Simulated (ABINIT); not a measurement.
**BN (F-43m): ε∞ against volume**

The cell of BN (F-43m) is scaled evenly and the response computed anew at each volume, on one mesh.

Cell: a, b, c = 2.556, 2.556, 2.556 Å (primitive vectors), 2 atoms.

Method: ABINIT 10.8.3, LDA, independent particles, k-mesh 16×16×16, Lorentzian half width 0.04 eV.

Launch of the response step: `optic optic.abi`. The series took 3.7 min in all, its band step included, on 4 threads of AMD EPYC (Zen 3) (shared host).

| V/V₀ | V (Å³, primitive cell) | ε∞ |
| --- | --- | --- |
| 0.94 | 11.10 | ? |
| 0.97 | 11.46 | 4.6013 |
| 1.00 | 11.81 | 4.6324 |
| 1.03 | 12.16 | 4.6654 |
| 1.06 | 12.52 | 4.7000 |

For small changes the quantity should be close to linear in ln V.

Working, on the rows shown:

| x = ln(V/V₀) | y = ε∞ |
| --- | --- |
| -0.0304592 | 4.6013 |
| 0 | 4.6324 |
| 0.0295588 | 4.6654 |
| 0.0582689 | 4.7 |

Means: x̄ = 0.014342, ȳ = 4.6498. Σ(x − x̄)(y − ȳ) = 0.004865, Σ(x − x̄)² = 0.004374. Slope = 0.004865 / 0.004374 = 1.112; intercept = ȳ − slope · x̄ = 4.6338. The line misses the rows shown by at most 0.0014.

Problem. Fill in the last column of the withheld row.

Solution. At x = -0.061875 the line gives y = 4.565. The run gave 4.5721, so the extrapolation is off by 0.0071, 6 % of the range in the table.

Between the rows on either side of x = 0 the slope is (4.6654 − 4.6013) / (0.029559 − (-0.030459)) = 1.068. So d ln ε∞/d ln V = +0.23 at V₀: ε∞ falls under slight compression. Fixed polarisabilities with Lorentz local fields (Clausius-Mossotti) would give −(ε − 1)(ε + 2)/3ε = -1.73, so the polarisability itself falls as the cell is compressed. Excitons are left out and so are local fields; LDA gaps are as a rule too small. The values come from a sum over the points of one k-mesh and carry its error, which grows as the direct gap shrinks.
